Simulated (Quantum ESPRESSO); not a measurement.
# Fe2O3 (Hematite): spin-resolved density of states, part 2 of 2

Aim: the densities of states of Fe2O3 (Hematite) in the lowest state of several starts.

Quantum ESPRESSO 7.5; PBEsol with U = 4.5 eV on Fe d (ortho-atomic projectors); plane waves with GBRV 1.5 PBEsol potentials, no spin-orbit coupling.

So far, absolute magnetization (μB): step 2 (the magnetic state) 17.3.

## (3) Post-processing

Level of this step: PBEsol with U = 4.5 eV on Fe d (ortho-atomic projectors); plane waves with GBRV 1.5 PBEsol potentials, no spin-orbit coupling, projections on orthogonalised atomic orbitals (Quantum ESPRESSO).

projwfc.in

```
&PROJWFC
  prefix = 'pwscf'
  outdir = './tmp'
  filpdos = 'pdos'
  ngauss = 0
  degauss = 0.01
  DeltaE = 0.05
  Emin = 2.57
  Emax = 16.57
/
```

Started as:

```console
$ OMP_NUM_THREADS=1 mpirun -n 4 projwfc.x -nk 4 -in projwfc.in > projwfc.out
```

What it wrote:

```text
[banner, memory and clock lines left out]
Program PROJWFC v.7.5 starts

     [... lines left out ...]
     IMPORTANT: XC functional enforced from input :
     Exchange-correlation= PBESOL
                           (   1   4  10   8   0   0   0)
     Any further DFT definition will be discarded
     Please, verify this is what you really want

     G-vector sticks info

     Check: negative core charge=   -0.000040

     Gaussian broadening (read from input): ngauss,degauss=   0    0.010000

     Calling projwave ....

  Problem Sizes
  natomwfc =           76
  nbnd     =           68
  nkstot   =           80
  npwx     =         2964
  nkb      =          150

     Atomic states used for projection
     (read from pseudopotential files):

     state #   1: atom   1 (Fe1), wfc  1 (l=0 m= 1)
     state #   2: atom   1 (Fe1), wfc  2 (l=1 m= 1)
     state #   3: atom   1 (Fe1), wfc  2 (l=1 m= 2)
     state #   4: atom   1 (Fe1), wfc  2 (l=1 m= 3)
     state #   5: atom   1 (Fe1), wfc  3 (l=2 m= 1)
     state #   6: atom   1 (Fe1), wfc  3 (l=2 m= 2)
     state #   7: atom   1 (Fe1), wfc  3 (l=2 m= 3)
     state #   8: atom   1 (Fe1), wfc  3 (l=2 m= 4)
     state #   9: atom   1 (Fe1), wfc  3 (l=2 m= 5)
     state #  10: atom   1 (Fe1), wfc  4 (l=0 m= 1)
     state #  11: atom   1 (Fe1), wfc  5 (l=1 m= 1)
     state #  12: atom   1 (Fe1), wfc  5 (l=1 m= 2)
     state #  13: atom   1 (Fe1), wfc  5 (l=1 m= 3)
     state #  14: atom   2 (Fe2), wfc  1 (l=0 m= 1)
     state #  15: atom   2 (Fe2), wfc  2 (l=1 m= 1)
     state #  16: atom   2 (Fe2), wfc  2 (l=1 m= 2)
     state #  17: atom   2 (Fe2), wfc  2 (l=1 m= 3)
     state #  18: atom   2 (Fe2), wfc  3 (l=2 m= 1)
     state #  19: atom   2 (Fe2), wfc  3 (l=2 m= 2)
     state #  20: atom   2 (Fe2), wfc  3 (l=2 m= 3)
     state #  21: atom   2 (Fe2), wfc  3 (l=2 m= 4)
     state #  22: atom   2 (Fe2), wfc  3 (l=2 m= 5)
     state #  23: atom   2 (Fe2), wfc  4 (l=0 m= 1)
     state #  24: atom   2 (Fe2), wfc  5 (l=1 m= 1)
[...]
state #  37: atom   3 (Fe1), wfc  5 (l=1 m= 1)
     state #  38: atom   3 (Fe1), wfc  5 (l=1 m= 2)
     state #  39: atom   3 (Fe1), wfc  5 (l=1 m= 3)
     state #  40: atom   4 (Fe2), wfc  1 (l=0 m= 1)
     state #  41: atom   4 (Fe2), wfc  2 (l=1 m= 1)
     state #  42: atom   4 (Fe2), wfc  2 (l=1 m= 2)
     state #  43: atom   4 (Fe2), wfc  2 (l=1 m= 3)
     state #  44: atom   4 (Fe2), wfc  3 (l=2 m= 1)
     state #  45: atom   4 (Fe2), wfc  3 (l=2 m= 2)
     state #  46: atom   4 (Fe2), wfc  3 (l=2 m= 3)
     state #  47: atom   4 (Fe2), wfc  3 (l=2 m= 4)
     state #  48: atom   4 (Fe2), wfc  3 (l=2 m= 5)
     state #  49: atom   4 (Fe2), wfc  4 (l=0 m= 1)
     state #  50: atom   4 (Fe2), wfc  5 (l=1 m= 1)
     state #  51: atom   4 (Fe2), wfc  5 (l=1 m= 2)
     state #  52: atom   4 (Fe2), wfc  5 (l=1 m= 3)
     state #  53: atom   5 (O  ), wfc  1 (l=0 m= 1)
     state #  54: atom   5 (O  ), wfc  2 (l=1 m= 1)
     state #  55: atom   5 (O  ), wfc  2 (l=1 m= 2)
     state #  56: atom   5 (O  ), wfc  2 (l=1 m= 3)
     state #  57: atom   6 (O  ), wfc  1 (l=0 m= 1)
     state #  58: atom   6 (O  ), wfc  2 (l=1 m= 1)
     state #  59: atom   6 (O  ), wfc  2 (l=1 m= 2)
     state #  60: atom   6 (O  ), wfc  2 (l=1 m= 3)
     state #  61: atom   7 (O  ), wfc  1 (l=0 m= 1)
     state #  62: atom   7 (O  ), wfc  2 (l=1 m= 1)
     state #  63: atom   7 (O  ), wfc  2 (l=1 m= 2)
     state #  64: atom   7 (O  ), wfc  2 (l=1 m= 3)
     state #  65: atom   8 (O  ), wfc  1 (l=0 m= 1)
     state #  66: atom   8 (O  ), wfc  2 (l=1 m= 1)
     state #  67: atom   8 (O  ), wfc  2 (l=1 m= 2)
     state #  68: atom   8 (O  ), wfc  2 (l=1 m= 3)
     state #  69: atom   9 (O  ), wfc  1 (l=0 m= 1)
     state #  70: atom   9 (O  ), wfc  2 (l=1 m= 1)
     state #  71: atom   9 (O  ), wfc  2 (l=1 m= 2)
     state #  72: atom   9 (O  ), wfc  2 (l=1 m= 3)
     state #  73: atom  10 (O  ), wfc  1 (l=0 m= 1)
     state #  74: atom  10 (O  ), wfc  2 (l=1 m= 1)
     state #  75: atom  10 (O  ), wfc  2 (l=1 m= 2)
     state #  76: atom  10 (O  ), wfc  2 (l=1 m= 3)

 [... projections of the bands left out ...]

Lowdin Charges:

     Atom #   1: total charge =  15.2710, s =  2.4363, p =  7.1087, d =  5.7260,
                 spin up      =   9.7515, s =  1.2273,
                 spin up      =   9.7515, p =  3.5639, pz=  1.1856, px=  1.1892, py=  1.1892,
                 spin up      =   9.7515, d =  4.9602, dz2=  0.9942, dxz=  0.9920, dyz=  0.9920, dx2-y2=  0.9910, dxy=  0.9910,
                 spin down    =   5.5195, s =  1.2089,
                 spin down    =   5.5195, p =  3.5448, pz=  1.1757, px=  1.1846, py=  1.1846,
                 spin down    =   5.5195, d =  0.7658, dz2=  0.0891, dxz=  0.1857, dyz=  0.1857, dx2-y2=  0.1526, dxy=  0.1526,
                 polarization =   4.2320, s =  0.0184, p =  0.0192, d =  4.1945,
     Atom #   2: total charge =  15.2710, s =  2.4363, p =  7.1087, d =  5.7260,
                 spin up      =   5.5195, s =  1.2089,
                 spin up      =   5.5195, p =  3.5448, pz=  1.1757, px=  1.1846, py=  1.1846,
                 spin up      =   5.5195, d =  0.7658, dz2=  0.0891, dxz=  0.1857, dyz=  0.1857, dx2-y2=  0.1526, dxy=  0.1526,
                 spin down    =   9.7515, s =  1.2273,
                 spin down    =   9.7515, p =  3.5639, pz=  1.1856, px=  1.1892, py=  1.1892,
                 spin down    =   9.7515, d =  4.9602, dz2=  0.9942, dxz=  0.9920, dyz=  0.9920, dx2-y2=  0.9910, dxy=  0.9910,
                 polarization =  -4.2320, s = -0.0184, p = -0.0192, d = -4.1945,
     Atom #   3: total charge =  15.2710, s =  2.4363, p =  7.1087, d =  5.7260,
                 spin up      =   9.7515, s =  1.2273,
                 spin up      =   9.7515, p =  3.5639, pz=  1.1856, px=  1.1892, py=  1.1892,
                 spin up      =   9.7515, d =  4.9602, dz2=  0.9942, dxz=  0.9920, dyz=  0.9920, dx2-y2=  0.9910, dxy=  0.9910,
                 spin down    =   5.5195, s =  1.2089,
                 spin down    =   5.5195, p =  3.5448, pz=  1.1757, px=  1.1846, py=  1.1846,
                 spin down    =   5.5195, d =  0.7658, dz2=  0.0891, dxz=  0.1857, dyz=  0.1857, dx2-y2=  0.1526, dxy=  0.1526,
                 polarization =   4.2320, s =  0.0184, p =  0.0192, d =  4.1945,
     Atom #   4: total charge =  15.2710, s =  2.4363, p =  7.1087, d =  5.7260,
                 spin up      =   5.5195, s =  1.2089,
                 spin up      =   5.5195, p =  3.5448, pz=  1.1757, px=  1.1846, py=  1.1846,
                 spin up      =   5.5195, d =  0.7658, dz2=  0.0891, dxz=  0.1857, dyz=  0.1857, dx2-y2=  0.1526, dxy=  0.1526,
                 spin down    =   9.7515, s =  1.2273,
                 spin down    =   9.7515, p =  3.5639, pz=  1.1856, px=  1.1892, py=  1.1892,
                 spin down    =   9.7515, d =  4.9602, dz2=  0.9942, dxz=  0.9920, dyz=  0.9920, dx2-y2=  0.9910, dxy=  0.9910,
                 polarization =  -4.2320, s = -0.0184, p = -0.0192, d = -4.1945,
     Atom #   5: total charge =   6.4515, s =  1.6349, p =  4.8166, d =  0.0000,
                 spin up      =   3.2258, s =  0.8175,
                 spin up      =   3.2258, p =  2.4083, pz=  0.8055, px=  0.7932, py=  0.8096,
                 spin up      =   3.2258, d =  0.0000, dz2=  0.0000, dxz=  0.0000, dyz=  0.0000, dx2-y2=  0.0000, dxy=  0.0000,
                 spin down    =   3.2258, s =  0.8175,
                 spin down    =   3.2258, p =  2.4083, pz=  0.8055, px=  0.7932, py=  0.8096,
                 spin down    =   3.2258, d =  0.0000, dz2=  0.0000, dxz=  0.0000, dyz=  0.0000, dx2-y2=  0.0000, dxy=  0.0000,
                 polarization =  -0.0000, s = -0.0000, p = -0.0000, d =  0.0000,
     Atom #   6: total charge =   6.4515, s =  1.6349, p =  4.8166, d =  0.0000,
                 spin up      =   3.2258, s =  0.8175,
                 spin up      =   3.2258, p =  2.4083, pz=  0.8055, px=  0.7942, py=  0.8086,
                 spin up      =   3.2258, d =  0.0000, dz2=  0.0000, dxz=  0.0000, dyz=  0.0000, dx2-y2=  0.0000, dxy=  0.0000,
                 spin down    =   3.2258, s =  0.8175,
                 spin down    =   3.2258, p =  2.4083, pz=  0.8055, px=  0.8168, py=  0.7860,
                 spin down    =   3.2258, d =  0.0000, dz2=  0.0000, dxz=  0.0000, dyz=  0.0000, dx2-y2=  0.0000, dxy=  0.0000,
                 polarization =  -0.0000, s = -0.0000, p = -0.0000, d =  0.0000,
     Atom #   7: total charge =   6.4515, s =  1.6349, p =  4.8166, d =  0.0000,
                 spin up      =   3.2258, s =  0.8175,
                 spin up      =   3.2258, p =  2.4083, pz=  0.8055, px=  0.8168, py=  0.7860,
                 spin up      =   3.2258, d =  0.0000, dz2=  0.0000, dxz=  0.0000, dyz=  0.0000, dx2-y2=  0.0000, dxy=  0.0000,
                 spin down    =   3.2258, s =  0.8175,
                 spin down    =   3.2258, p =  2.4083, pz=  0.8055, px=  0.7942, py=  0.8086,
                 spin down    =   3.2258, d =  0.0000, dz2=  0.0000, dxz=  0.0000, dyz=  0.0000, dx2-y2=  0.0000, dxy=  0.0000,
                 polarization =  -0.0000, s = -0.0000, p = -0.0000, d =  0.0000,
     Atom #   8: total charge =   6.4515, s =  1.6349, p =  4.8166, d =  0.0000,
                 spin up      =   3.2258, s =  0.8175,
                 spin up      =   3.2258, p =  2.4083, pz=  0.8055, px=  0.7932, py=  0.8096,
                 spin up      =   3.2258, d =  0.0000, dz2=  0.0000, dxz=  0.0000, dyz=  0.0000, dx2-y2=  0.0000, dxy=  0.0000,
                 spin down    =   3.2258, s =  0.8175,
                 spin down    =   3.2258, p =  2.4083, pz=  0.8055, px=  0.7932, py=  0.8096,
                 spin down    =   3.2258, d =  0.0000, dz2=  0.0000, dxz=  0.0000, dyz=  0.0000, dx2-y2=  0.0000, dxy=  0.0000,
                 polarization =  -0.0000, s = -0.0000, p = -0.0000, d =  0.0000,
     Atom #   9: total charge =   6.4515, s =  1.6349, p =  4.8166, d =  0.0000,
                 spin up      =   3.2258, s =  0.8175,
                 spin up      =   3.2258, p =  2.4083, pz=  0.8055, px=  0.7942, py=  0.8086,
                 spin up      =   3.2258, d =  0.0000, dz2=  0.0000, dxz=  0.0000, dyz=  0.0000, dx2-y2=  0.0000, dxy=  0.0000,
                 spin down    =   3.2258, s =  0.8175,
                 spin down    =   3.2258, p =  2.4083, pz=  0.8055, px=  0.8168, py=  0.7860,
                 spin down    =   3.2258, d =  0.0000, dz2=  0.0000, dxz=  0.0000, dyz=  0.0000, dx2-y2=  0.0000, dxy=  0.0000,
                 polarization =  -0.0000, s = -0.0000, p = -0.0000, d =  0.0000,
     Atom #  10: total charge =   6.45
```

It took 3.9 s on 4 MPI ranks of Arm Neoverse V1, shared host; peak memory 0.32 GiB.

The density of states has structure finer than the step of the table below, so its rows give means over 0.5 eV, whole bins alone (the curve runs from -9.00 to 5.05 eV). Peaks (eV: height): up -8.10: 9.52, -7.65: 7.95, 1.85: 9.41, 2.55: 9.11; down -8.10: 9.52, -7.65: 7.95, 1.85: 9.41, 2.55: 9.11; Fe1 d up = Fe2 d down -8.10: 3.59, -7.65: 3.25; Fe1 d down 1.85: 4.2, 2.55: 3.28; Fe2 d up 1.85: 4.2, 2.55: 3.28.

Gaussian broadening of 0.136 eV on the SCF mesh. Density of states against energy, zero at the Fermi level; means over each step; values in states/eV/cell:

```csv
energy (eV),up,down,Fe1 d up = Fe2 d down,Fe1 d down,Fe2 d up,O5 p up = O5 p down
-8.5,5.67,5.67,2.05,0.0180,0.0180,0.208
-8.0,8.02,8.02,3.08,0.0354,0.0354,0.243
-7.5,5.54,5.54,2.32,0.0261,0.0261,0.114
-7.0,0.331,0.331,0.151,8.3e-4,8.3e-4,0.00370
-6.5,0.740,0.740,0.0672,0.0164,0.0164,0.0703
-6.0,3.41,3.41,0.322,0.0846,0.0846,0.325
-5.5,2.06,2.06,0.166,0.0521,0.0521,0.207
-5.0,2.95,2.95,0.194,0.0957,0.0957,0.314
-4.5,3.48,3.48,0.232,0.124,0.124,0.376
-4.0,4.39,4.39,0.183,0.259,0.259,0.509
-3.5,4.44,4.44,0.122,0.230,0.230,0.556
-3.0,3.62,3.62,0.115,0.145,0.145,0.469
-2.5,3.20,3.20,0.130,0.115,0.115,0.416
-2.0,3.98,3.98,0.250,0.149,0.149,0.494
-1.5,3.09,3.09,0.222,0.105,0.105,0.387
-1.0,0.639,0.639,0.0454,0.0170,0.0170,0.0832
-0.5,0,0,0,0,0,0
0.0,0,0,0,0,0,0
0.5,0,0,0,0,0,0
1.0,0.926,0.926,0.00162,0.411,0.411,0.00934
1.5,6.63,6.63,0.0143,2.94,2.94,0.0832
2.0,5.24,5.24,0.0102,2.28,2.28,0.0809
2.5,6.86,6.86,0.0179,2.49,2.49,0.256
3.0,0.337,0.337,0.00121,0.118,0.118,0.0147
3.5,0.00433,0.00433,0,0,0,0
4.0,0.0270,0.0270,0,7.0e-5,7.0e-5,2.4e-4
4.5,0.108,0.108,0,4.8e-4,4.8e-4,0.00136
```

## (4) Results

```yaml
state: antiferromagnetic
largest_moment_in_a_sphere: 3.85 μB
```

**Reading.** The most distinct maxima of the density of states (up) lie at -8.10, -7.65, -3.85, 1.85 and 2.55 eV, the highest at -8.10 eV. These are Kohn–Sham states without spin–orbit coupling, on the mesh of the self-consistent run. The moments are opposed on like sites, so the totals of the two spins are equal and the projections on single atoms show the splitting.

[Logs and program files are shortened in this print: banners, set-up blocks, solver, clock and traceback lines can be left out without a mark of their own.]

[Logs are printed without paths, hosts, clocks, repeated set-up lines and the standing remarks that a program may print on its own settings, such as how far it seeks lower states.]

[Hosts, paths, dates, database ids (printed as entryN), source tags and the programs' standing remarks are cut or masked in the printed files.]

[Where a cell is said to come from a database of computed structures, the database is the Materials Project.]
